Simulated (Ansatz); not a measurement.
# Formation energy and levels of the substitutional impurity Ti_Sn in SnO2 (P4_2/mnm)

Aim: at which Fermi levels does Ti_Sn in SnO2 (P4_2/mnm) change its charge? The model is a cell of 72 host atoms with 1 Sn taken out and 1 Ti put in.

Method: place-levels on r2SCAN runs: charge-transition levels and formation energies with image-charge correction and potential alignment at the atomic sites; PAW set soft_1, in Ansatz 0.2.0.

**What experiment says.**

For SnO2, rutile (undoped SnO2, literature value), “Effect of Cu F Co-doping on the Properties of AgSnO2 Contact” (2019, pmc:6679235) quotes earlier work: band gap (band gap of intrinsic SnO2, quoted experimental value) 3.6 eV [Literature value cited in passing in the theory part; measurement method, temperature and …].

Most raw output is cut from this account.

### 1. Starting point

The cell holds 72 atoms: 23 Sn, 48 O and 1 Ti. Its edges and angles: a = 9.516 Å, b = 9.516 Å, c = 9.602 Å, α = 90.0°, β = 90.0°, γ = 90.0°. It derives from SnO2 (space group P4_2/mnm). Nearest the centre at fractional (0.500, 0.500, 0.667): Ti68 at 0.00 Å, O71 at 2.06 Å, O18 at 2.06 Å, O28 at 2.07 Å, O45 at 2.07 Å, O34 at 2.07 Å, O51 at 2.07 Å, Sn62 at 3.20 Å.

Screening for the image-charge correction: ε∞ = (4.60, 4.60, 4.91), ε0 = (13.48, 13.48, 10.42), from a response run on this crystal (DFPT, PBEsol) at that run's own cell.

The cell's shortest repeat is 9.5 Å.

### 2. Charge states

Levels follow from differences of total energies between charge states, each relaxed by itself.

Each atom starts 0.05 Å or so off its site in a random direction: a symmetric start keeps its symmetry, and would miss off-centre moves and Jahn–Teller distortions. Forces are taken at one point at (¼, ¼, ¼). The cell holds 1 electron more than the neutral one, with a uniform background that keeps it neutral on the whole. The electron count is odd, so at least one spin is unpaired; this run locks the moment at 1 μB.

The sampling was tested on the host first: at the k-points planned (1x1x1 shifted 0.25 0.25 0.25) its energy lies 0.000 eV an atom from the dense-mesh value, under the bound of 0.02 eV set for this test; that bounds the host's error, not the defect's.

One of the inputs; charge, spin and start change from state to state.

qm1_M1.relax/input.yaml

```yaml
crystal:
  lattice:
    - [9.51550307, 0.0, 0.0]
    - [0.0, 9.51550307, 0.0]
    - [0.0, 0.0, 9.60204439]
  atoms:
    - { symbol: Sn, position: [0.25, 0.25, 0.16666667] }
    - { symbol: Sn, position: [0.0, 0.0, 0.0] }
[... 4 atom lines left out ...]
    - { symbol: Sn, position: [0.25, 0.25, 0.5] }
[... 5 atom lines left out ...]
    - { symbol: Sn, position: [0.25, 0.25, 0.83333333] }
[... 4 atom lines left out ...]
    - { symbol: O, position: [0.34702862, 0.34702862, 0.66666667] }
[... 6 atom lines left out ...]
    - { symbol: Sn, position: [0.25, 0.75, 0.5] }
[... 2 atom lines left out ...]
    - { symbol: O, position: [0.40297138, 0.59702862, 0.5] }
[... 2 atom lines left out ...]
    - { symbol: Sn, position: [0.25, 0.75, 0.83333333] }
[... 2 atom lines left out ...]
    - { symbol: O, position: [0.40297138, 0.59702862, 0.83333333] }
    - { symbol: O, position: [0.15297138, 0.65297138, 0.66666667] }
    - { symbol: O, position: [0.34702862, 0.84702862, 0.66666667] }
[... 6 atom lines left out ...]
    - { symbol: Sn, position: [0.75, 0.25, 0.5] }
[... 1 atom line left out ...]
    - { symbol: O, position: [0.59702862, 0.40297138, 0.5] }
[... 3 atom lines left out ...]
    - { symbol: Sn, position: [0.75, 0.25, 0.83333333] }
[... 1 atom line left out ...]
    - { symbol: O, position: [0.59702862, 0.40297138, 0.83333333] }
[... 1 atom line left out ...]
    - { symbol: O, position: [0.65297138, 0.15297138, 0.66666667] }
    - { symbol: O, position: [0.84702862, 0.34702862, 0.66666667] }
[... 1 atom line left out ...]
    - { symbol: Sn, position: [0.5, 0.5, 0.0] }
[... 4 atom lines left out ...]
    - { symbol: Sn, position: [0.75, 0.75, 0.5] }
    - { symbol: Sn, position: [0.5, 0.5, 0.33333333] }
[... 5 atom lines left out ...]
    - { symbol: Ti, position: [0.5, 0.5, 0.66666667], spin: 1.0 }
[... 2 atom lines left out ...]
    - { symbol: O, position: [0.65297138, 0.65297138, 0.66666667] }
    - { symbol: O, position: [0.84702862, 0.84702862, 0.66666667] }
  host:
    repeats: [2, 2, 3]
    atoms:
      - { symbol: Sn, position: [0.5, 0.5, 0.5] }
      - { symbol: Sn, position: [0.0, 0.0, 0.0] }
      - { symbol: O, position: [0.19405723, 0.80594277, 0.5] }
      - { symbol: O, position: [0.80594277, 0.19405723, 0.5] }
      - { symbol: O, position: [0.30594277, 0.30594277, 0.0] }
      - { symbol: O, position: [0.69405723, 0.69405723, 0.0] }
total_charge: -1
basis:
  ecutwfc: 500
  xc_grid: 2
hamiltonian:
  xc: r2scan
  pseudopotentials: { kind: paw, azcp: { folder: soft_1 } }
kpoints:
  mp_grid: { grid: [1, 1, 1], shift: [0.25, 0.25, 0.25] }
magnetization:
  spin_polarized: true
  initial_magnetization: 1
  spin_locking: { lock_magnetization: hard }
scf:
  occupations: { method: fixed }
  max_iter: 100
output:
  forces: true
  charged_corrections:
    epsilon: [4.6, 4.6, 4.91]
    static_epsilon: [13.48, 13.48, 10.42]
    defect_position: [0.5, 0.5, 0.666667]
relax:
  f_tol: 0.02
  max_steps: 80
  random_displacement: { amplitude: 0.05, seed: 6410 }
checkpoint:
  write: "../qm1_M1.relax.run"
  compress: false
  write_wavefunctions: true
  write_every: 100000
```

Started as:

```console
$ ansatz run input.yaml --threads 4 --pin off --max-ram 15073MiB --backend cpu --events-out ev --progress --plain --runs-dir out
```

Defect states can disperse in a cell of this size, so the energy is taken again at a 2×2×2 shifted mesh, on the relaxed structure.

The run of this state that the levels use, under r2SCAN:

qm1_M1.point/input.yaml

```yaml
crystal:
  checkpoint: "../qm1_M1.relax.run"
  host: checkpoint
total_charge: -1
basis:
  ecutwfc: 500
  xc_grid: 2
hamiltonian:
  xc: r2scan
  pseudopotentials: { kind: paw, azcp: { folder: soft_1 } }
kpoints:
  mp_grid: { grid: [2, 2, 2], shift: [0.5, 0.5, 0.5] }
magnetization:
  spin_polarized: true
  initial_magnetization: 1
  spin_locking: { lock_magnetization: hard }
scf:
  occupations: { method: fermi_dirac, width: 0.01 }
  max_iter: 100
output:
  forces: true
  eigenvalues: true
  charged_corrections:
    epsilon: [4.6, 4.6, 4.91]
    static_epsilon: [13.48, 13.48, 10.42]
    defect_position: [0.5, 0.5, 0.666667]
  eigenstates: { localisation: true }
  populations: true
  efg: {}
  band_densities: [{ bands: [v1, v1] }, { bands: [c1, c1] }]
  write_density: true
  write_potential: true
  volumetric_format: npy
  elf: true
checkpoint:
  read: "../qm1_M1.relax.run"
  write: "../qm1_M1.point.run"
  compress: false
  write_wavefunctions: false
  write_every: 100000
```

Relaxations under r2SCAN at one point at (¼, ¼, ¼); times on 4 threads of Arm Neoverse V2, shared host:

| charge | moment (μB) | occupations | outcome | steps | largest displacement against the far atoms (Å) | time |
| --- | --- | --- | --- | --- | --- | --- |
| −1 | 1 | fixed | converged | 6 | 0.05 | 8.3 min |
| 0 | 0 | fixed | converged | 5 | 0.08 | 2.3 min |

Single points under r2SCAN at a 2×2×2 shifted mesh; times on 4 threads of Arm Neoverse V2, shared host:

| charge | moment (μB) | occupations | outcome | time |
| --- | --- | --- | --- | --- |
| −1 | 1 | fermi-dirac | converged | 8.9 min |
| 0 | 0 | fermi-dirac | converged | 2.4 min |

Distances (Å) from Ti68 to the nearest atoms after relaxation with r2SCAN:

```
charge  moment (μB)      1.      2.      3.      4.      5.      6.
    −1            1  O 2.01  O 2.01  O 2.02  O 2.02  O 2.02  O 2.02
     0            0  O 1.99  O 1.99  O 1.99  O 1.99  O 2.00  O 2.00
```

### 3. Placing the levels, r2SCAN

A charged cell interacts with its images and the background, and its potential has another zero than the host's. place-levels removes the first by a point-charge model, screened by the static dielectric constant since the ions have relaxed around the charge, and the second by comparing potentials at atoms far from the defect.

The host is a run of the defect-free crystal in the same cutoffs, grids and k-points, so that basis and sampling errors cancel in part in the differences. The host is run in a cell of 6 atoms on a matching mesh. Its band edges are searched through the zone by a band path, so the gap is smaller than, or equal to, that on the mesh. Chemical potentials are energies per atom of Sn (alpha-Sn (diamond)) and Ti (hcp), run with the same functional and cutoff.

levels.point.yaml

```yaml
host:
  run: host.point.run
states: [qm1_M1.point.run, q0.point.run]
geometry_from:
  qm1_M1.point.run: qm1_M1.relax.run
  q0.point.run: q0.relax.run
  host.point.run: host.relax.run
chemical_potentials:
  Sn:
    energy: -6038.703821
    dataset: <sha256 of the dataset>
  Ti:
    energy: -2504.373567
    dataset: <sha256 of the dataset>
epsilon: [4.6, 4.6, 4.91]
static_epsilon: [13.48, 13.48, 10.42]
vertical:
  - { from: qm1_M1.point.run, to: qm1_M1.point_neutral.run }
```

Started as:

```console
$ ansatz place-levels levels.point.yaml -- --threads 4 --pin off --max-ram 15073MiB
```

Run time: 0.19 s. Hardware: 4 threads of Arm Neoverse V2, shared host.

Levels between the charges placed, in eV above the valence top:

```csv
,gap (eV),(0/−1)
r2SCAN,1.80,1.80
```

Corrections by state:

```csv
charge,moment (μB),image terms and alignment (eV),band filling (eV),ε used,"over the lowest of its charge, as the program ranks them, band filling apart (eV)"
0,0.0,0.000,-,-,0.000
−1,1.0,0.220,-1.204,"principal values (10.42, 13.48, 13.48)",0.000
```

The charged structures listed were also run neutral, and place-levels reads from each pair, by the potential or the spins, how wide the charge is by which they differ; that can be the carrier of either run.

```
charge  rms radius (Å)  spread where it is widest against the cell (Å)  wide from (Å)  reading
    −1             3.7                                            2.20           1.66     wide
```

The neutral runs of these pairs need not share the spin of the lowest neutral state, and very wide values only mean spread over the cell.

From the program's caveats on the states, each cut to its opening words:

- charge −1 (1 μB): it parts from the run at its places by a charge that spreads by about 2.2 Å along one vector (1.7 Å or more is wide), by the spins about the atoms, where the [...]
- charge −1 (1 μB): a band-filling correction moves a carrier to the host's band edge, which changes its energy by -1.204 eV
- charge −1 (1 μB): flagged: stability check not made

The host's formation energy from the elements is -1.867 eV per atom; it sets how far the chemical potentials can move.

Formation energies (eV), O-rich (Δμ(O) = 0.00 eV, Δμ(Sn) = -5.60 eV, Δμ(Ti) = 0.00 eV):

```
charge  Fermi level at the valence top  at the conduction bottom
     0                           -9.60                     -9.60
    −1                           -7.80                     -9.60
```

Formation energies (eV), Sn-rich (Δμ(Sn) = 0.00 eV, Δμ(O) = -2.80 eV, Δμ(Ti) = 0.00 eV):

| charge | Fermi level at the valence top | at the conduction bottom |
| --- | --- | --- |
| 0 | -4.00 | -4.00 |
| −1 | -2.20 | -4.00 |

### 4. Effect of the sampling

The relaxations' own energies give the levels at their sampling, for comparison.

levels.relax_mesh.yaml

```yaml
host:
  run: host.relax.run
states: [qm1_M1.relax.run, q0.relax.run]
chemical_potentials:
  Sn:
    energy: -6038.703821
    dataset: <sha256 of the dataset>
  Ti:
    energy: -2504.373567
    dataset: <sha256 of the dataset>
```

Started as:

```console
$ ansatz place-levels levels.relax_mesh.yaml -- --threads 4 --pin off --max-ram 15073MiB
```

The job ended after 0.07 s (4 threads).

Levels between neighbouring charges, in eV above the valence top:

```
                        gap (eV)  (0/−1)
one point at (¼, ¼, ¼)      1.80    1.80
  a 2×2×2 shifted mesh      1.80    1.80
```

Going from one point at (¼, ¼, ¼) to a 2×2×2 shifted mesh moves formation energies against the elements by up to 0.00 eV; band-filling terms, which differ between samplings, are in these energies.

### 5. Results

```yaml
gap_of_the_host: 1.80 eV (r2SCAN)
level_0_minus_1: 1.80 eV above the valence top, at the conduction bottom (3.00 eV above the valence top without the band-filling term)
lowest_of_the_charges_placed_just_above_the_valence_top_0p02_ev: 0
lowest_of_the_charges_placed_just_below_the_conduction_bottom_0p02_ev: 0
lowest_formation_energy_at_mid_gap_of_the_charges_run_o_rich: -9.60 eV
lowest_formation_energy_at_mid_gap_of_the_charges_run_sn_rich: -4.00 eV
```

Of the charges placed (−1 and 0), 0 is the lowest from 0.02 eV above the valence top to 0.02 eV below the conduction bottom, a gap of 1.80 eV. Charges above 0 were not placed, so these runs say nothing of levels that involve them. States placed: 0 at 0 μB; −1 at 1 μB. Other spin states or structures, where not listed, weren't placed. The program finds carriers beyond a band edge of the host and adds a band-filling term at charge −1 (-1.20 eV); steps to such a charge show no bound level, and a defect level inside a band would be read the same way. Ti is taken at its element; compounds, which aren't counted here, bound the chemical potentials and would shift these formation energies. The lowest formation energy (O-rich and Sn-rich) is negative across the gap, so the defect would form by itself: these chemical potentials lie beyond what competing compounds allow, or the host is unstable against it. Going from one point at (¼, ¼, ¼) to a 2×2×2 shifted mesh moves formation energies against the elements by up to 0.00 eV; band-filling terms, which differ between samplings, are in these energies. Keep in mind: r2SCAN makes the gap too small and tends to spread out bound carriers; where a gas molecule sets a chemical potential or the host's formation energy, its binding is uncorrected; spin–orbit coupling, which can matter with heavy atoms, is left out.

Comparison with the measured values:

```
                             quantity  measured           r2SCAN
band gap (least gap of the host) (eV)       3.6  1.80 (-1.80 eV)
```

Measured values from pmc:6679235 (2019).

**Verdict.** The band gap is off by -1.80 eV. Local and semilocal functionals usually give gaps below the measured ones. Spin-orbit coupling, left out here, can change the gap with such heavy elements. Zero-point and thermal motion shift the measured gap.

[Logs are printed without paths, hosts, clocks, repeated set-up lines and the standing remarks that a program may print on its own settings, such as how far it seeks lower states.]

[Hosts, paths, dates, database ids (printed as entryN), source tags and the programs' standing remarks are cut or masked in the printed files.]

[Where a table of states has a column of steps, it counts the stored structures, which are thinned; the runs took as many ionic steps or more.]

[A defect's name tells the site on which it was built; relaxed atoms can leave that site.]

[For some hosts the program warned that the k-mesh of the response run may be too coarse for force constants and the static dielectric constant; such warnings are not shown here.]
